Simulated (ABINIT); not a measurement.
Planning a run of ABINIT 10.8.3 on K2LiAlH6 (Fm-3m). The input:

```
acell 3*1.0 Angstrom
rprim 
  -0.000000000000 3.880349530400 3.880349530400
  3.880349530400 0.000000000000 3.880349530400
  3.880349530400 3.880349530400 0.000000000000
ntypat 4
znucl 19 3 13 1
natom 10
typat 1 1 2 3 4 4 4 4 4 4
xred 
  0.750000000000 0.750000000000 0.750000000000
  0.250000000000 0.250000000000 0.250000000000
  0.500000000000 0.500000000000 0.500000000000
  0.000000000000 -0.000000000000 -0.000000000000
  0.772107360000 0.227892640000 0.227892640000
  0.772107360000 0.227892640000 0.772107360000
  0.227892640000 0.772107360000 0.772107360000
  0.227892640000 0.772107360000 0.227892640000
  0.227892640000 0.227892640000 0.772107360000
  0.772107360000 0.772107360000 0.227892640000
pp_dirpath "pseudos"
pseudos "K.upf, Li.upf, Al.upf, H.upf"
ecut 33
ngkpt 2 2 2
nshiftk 1
shiftk 0 0 0
kptopt 1
chksymbreak 0
iscf -2
irdden 1
istwfk *1
nband 100
nbdbuf 8
tolwfr 1e-09
nstep 60
prtvol 0
indata_prefix "in"
outdata_prefix "out"
tmpdata_prefix "tmp"
```

```sh
OMP_NUM_THREADS=1 mpirun -n 4 abinit run.abi > log
```

Question: How long will it take on 4 MPI ranks of Arm Neoverse N1, shared host, and how much memory?

It took 45 s; on shared hardware allow 23 s to 91 s. Peak host memory was 0.36 GiB.

[Paths, hosts, dates, memory and timing lines, banners, echoed tables and standing remarks are left out of the program output.]

[Logs are printed without paths, hosts, clocks, repeated set-up lines and the standing remarks that a program may print on its own settings, such as how far it seeks lower states.]

[Runs of the session that timed out or met a known fault of the program may be left out.]

[Hosts, paths, dates, database ids (printed as entryN), source tags and the programs' standing remarks are cut or masked in the printed files.]

[G0W0 gaps are taken among the corrected bands and points alone; a level outside them can change the order at an edge.]

[Where Ansatz stands beside ABINIT at settings called matched, ABINIT's density can come from a denser mesh and the files from another edition; pairs whose starting gaps differed by over 0.03 eV were left out, so agreement reads better than it is.]
